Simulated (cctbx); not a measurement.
**What is wrong with this refinement?**

Cell a = 13.1000 Å, b = 15.2370 Å, c = 4.7080 Å, α = 90.00°, β = 90.00°, γ = 90.00°; space group Pbam (no. 55).

Simulated single-crystal data (cctbx): Mo Kα, λ = 0.71073 Å, to d = 0.77 Å, 95 % of the full sphere, strongest reflection 40000 counts, noise from counting, a 3 % proportional error and a noise floor of 2 counts (s.d.); no absorption.

An anisotropic refinement with weights 1/σ² prints:

```text
Rint 0.032, 1204 unique reflections to 0.77 A
cycle     R1     wR2    GooF  max shift (A)
   1  0.0597  0.1512   5.948   0.00060
   2  0.0210  0.0566   2.229   0.00000
final R1 0.0210 wR2 0.0566 GooF 2.229  parameters 40  data/parameter 30.1
atom        x        y        z      Ueq    occ   su(xyz)  su(Uiso or U11)
Ba1    0.91378  0.24973  0.50000   0.0069  1.000  0.00003  0.0002
Sb1    0.00000  0.50000  0.50000   0.0010  1.000  0.00000  0.0003
Ba2    0.83201  0.98395  0.50000   0.0080  1.000  0.00003  0.0002
Sb2    0.97997  0.09329  0.00000   0.0077  1.000  0.00004  0.0002
Ba3    0.66112  0.18672  0.50000   0.0189  1.000  0.00004  0.0003
In1    0.17432  0.20918  0.00000   0.0075  1.000  0.00004  0.0002
V1     0.34814  0.09652  0.00000   0.0121  1.000  0.00010  0.0006
difference map: max 4.06 min -2.63 rms 0.29
Q1    0.0000  0.5000  0.5000    2    4.11  0.00 A from Sb1
Q2    0.1664  0.0034  0.5000    4    1.12  0.19 A from Ba2
Q3    0.9965  0.1012  0.0000    4    0.90  0.25 A from Sb2
Q4    0.0614  0.7461  0.5000    4    0.83  0.33 A from Ba1
Q5    0.1825  0.3926  0.0000    4    0.76  2.66 A from Ba3
Q6    0.2065  0.2129  0.0000    4    0.75  0.43 A from In1
```

**Question.** Can this result stand? If not, what is the likely fault?

Mend it. The fault: elements exchanged: Ba3 is Sb and Sb1 is Ba. Against the right model at the same level, R1 goes from 0.0103 to 0.0210 and GooF from 0.94 to 2.23, U of Sb1 shrinks from 0.0072 to 0.0010 Å², U of Ba3 swells from 0.0134 to 0.0189 Å², the top difference peak, 4.1 e/Å³, lies on Sb1 and a hole of -2.6 e/Å³ opens. Ba3 has 5 electrons too many and its U swells to shed them, as expected; Sb1 has 5 electrons too few and its U shrinks to make up, as expected.

The compound is Ba5V2In2Sb4. The right model at the same level gives:

```text
Rint 0.032, 1204 unique reflections to 0.77 A
cycle     R1     wR2    GooF  max shift (A)
   1  0.0171  0.0436   1.716   0.00032
   2  0.0103  0.0240   0.944   0.00000
final R1 0.0103 wR2 0.0240 GooF 0.944  parameters 40  data/parameter 30.1
atom        x        y        z      Ueq    occ   su(xyz)  su(Uiso or U11)
Ba1    0.91379  0.24972  0.50000   0.0074  1.000  0.00001  0.0001
Ba2    0.00000  0.50000  0.50000   0.0072  1.000  0.00000  0.0001
Ba3    0.83200  0.98398  0.50000   0.0084  1.000  0.00001  0.0001
Sb1    0.98001  0.09330  0.00000   0.0081  1.000  0.00002  0.0001
Sb2    0.66111  0.18671  0.50000   0.0134  1.000  0.00002  0.0001
In1    0.17432  0.20918  0.00000   0.0080  1.000  0.00002  0.0001
V1     0.34813  0.09652  0.00000   0.0123  1.000  0.00004  0.0003
difference map: max 0.56 min -0.54 rms 0.13
Q1    0.2096  0.9626  0.5000    4    0.60  0.98 A from Ba3
Q2    0.0894  0.4121  0.5000    4    0.52  1.77 A from Sb2
Q3    0.0162  0.7344  0.0916    8    0.52  2.14 A from Ba1
Q4    0.0309  0.4850  0.0000    4    0.46  2.32 A from V1
Q5    0.1808  0.3924  0.0000    4    0.46  2.66 A from Sb2
Q6    0.0143  0.1588  0.3913    8    0.46  1.98 A from Ba1
```

Isotropic U is held between 0.0001 and 1 Å² by the program, and listed peak heights are interpolated, so they can pass the grid's maximum.

This is a model crystal, built by substitution and not relaxed, with assumed displacement parameters.

[Middle refinement cycles are left out of these outputs.]

[Logs are printed without paths, hosts, clocks, repeated set-up lines and the standing remarks that a program may print on its own settings, such as how far it seeks lower states.]
